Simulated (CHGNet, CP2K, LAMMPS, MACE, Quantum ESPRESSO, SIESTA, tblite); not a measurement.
# Bulk modulus two ways: amorphous 32Ga2O3-68GeO2 (mol %) (69 atoms), QE, PBE

The cell holds 69 atoms (12 Ga, 13 Ge and 44 O). Recipe: 69 atoms (12 Fe, 13 Ge, 44 O) placed at random at 4.43 g/cm³, melted at 5000 K for 10 ps at fixed volume with the Morse and Coulomb pair potential with partial charges (Pedone, Malavasi, Menziani, Cormack and Segre, J. Phys. Chem. B 110, 11780 (2006)). Quenched from 5000 K to 300 K at 20 K/ps and fixed volume, held 5 ps, then minimised at fixed cell. Then Fe was replaced by Ga and the cell scaled by 1.006 (the potential has no terms for the new elements, so the cell is a start for a DFT relaxation). Then the atoms were relaxed with MACE MP-0b3 medium in the fixed cell.

Calculated with Quantum ESPRESSO 7.5: PBE; plane waves, SSSP efficiency, 70/560 Ry; k-points Γ. The cell is scaled evenly by ±3 % in volume, and MACE MP-0b3 medium relaxes the atoms at each volume before the single point.

| volume (Å³/atom) | energy less the middle row's (meV/atom) | pressure (GPa) |
| --- | --- | --- |
| 12.446 | 0.039 | 1.096 |
| 12.831 | 0.000 | -1.404 |
| 13.215 | 4.852 | -3.358 |

**Question.** Find the bulk modulus at the middle volume from the pressures and from the energies, and check the printed pressure against the slope of the energy (1 meV/Å³ = 0.16022 GPa).

Worked:

The step is h = 0.3849 Å³. From pressures: B = −V dP/dV = 12.831 × (1.096 − (-3.358)) / (2 × 0.3849) = 74.2 GPa.

From energies: B = V d²E/dV² = 12.831 × (0.039 + (4.852)) / 0.3849² = 423.5 meV/Å³ = 67.9 GPa.

Slope: P = −dE/dV = −(4.852 − (0.039)) / (2 × 0.3849) = -6.25 meV/Å³ = -1.00 GPa, against -1.40 GPa printed.

The two moduli agree within 9 %.

A central difference over ±3 % overstates P by about B(1 + B′)(0.03)²/6, some 0.06 GPa for B′ = 4, which is small against the gap found. The atoms follow MACE MP-0b3 medium, so this level's forces do work along the path, which enters the energies but not the printed pressures. A stress printed at a finite cutoff holds the number of plane waves fixed and tends to come out low, which is the sign found here.

Limits: three points, a static cell at zero temperature, the cell shape held; the modulus is that at -1.4 GPa, not at zero pressure.

[Hosts, paths, dates, database ids (printed as entryN), source tags and the programs' standing remarks are cut or masked in the printed files.]
